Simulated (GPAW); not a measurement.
Computed results, one entry a study.

## Quasiparticle gap of Ga2O3 (C2/m) in GPAW

It takes space group C2/m (No. 12, monoclinic). Conventional cell: a = 12.214 Å, b = 3.037 Å, c = 5.798 Å, α = 90.00°, β = 103.83°, γ = 90.00°. Nearest to Ga lie 4 O at 1.83 to 1.86 Å. Nearest to Ga lie 6 O at 1.94 to 2.07 Å. Nearest to O lie 3 Ga at 1.83 to 1.94 Å. Nearest to O lie 4 Ga at 1.86 to 2.07 Å. O has 3 Ga at 1.83 to 1.94 Å nearest. Farther neighbours, and contacts between anions beyond the nearest, are not listed.

```
method               : DFT, PBE, plane waves, PAW (and 1 further level or step)
program              : GPAW 26.7.0
settings             : cutoff 600 eV, GPAW PAW setups 1.2.1 data release, 4×4×2 k-mesh, nbands 680
cost                 : 3 runs, 5.8 min in all on 12 MPI ranks of Intel Xeon 6975P-C (Granite Rapids), shared host
notes                : The cell and positions come from the Crystallography Open Database and are kept as given unless a step says otherwise. Limits: no spin-orbit coupling. The 4×4×2 mesh is coarse for this cell, which bears on the long-range parts of exchange and screening.
PBE gap              : 2.43 eV, indirect (only 29 meV under the direct gap)
G0W0 gap on the mesh : 4.52 eV
GW settings          : 4×4×2 mesh, 311 bands, screening to 120 eV, Godby-Needs plasmon pole
known limits         : short of the basis limit; no spin-orbit coupling; coarse k mesh
```

G0W0 moves the gap on the mesh from 2.43 eV to 4.52 eV (+2.09 eV), with Z of 0.78 and 0.84 at the edges. The dearest step here is «screening and self-energy».

[Long decimals in the printed logs are rounded to 6 places.]

[Logs are printed without paths, hosts, clocks, repeated set-up lines and the standing remarks that a program may print on its own settings, such as how far it seeks lower states.]

[Paths, hosts, dates, memory and timing lines, banners, echoed tables and standing remarks are left out of the program output; an Ansatz launch command may be rebuilt from the run's recorded settings. Measured values are a selection of at most five: reports struck by readers or far from the other reports are left out. None is set beside runs whose start may be inverted or whose files or cutoffs have a known fault.]

[Runs of the session that timed out or met a known fault of the program may be left out.]

[Hosts, paths, dates, database ids (printed as entryN), source tags and the programs' standing remarks are cut or masked in the printed files.]

[Where the starting crystal was built by hand or by swapping elements, it need not be the compound's stable phase.]
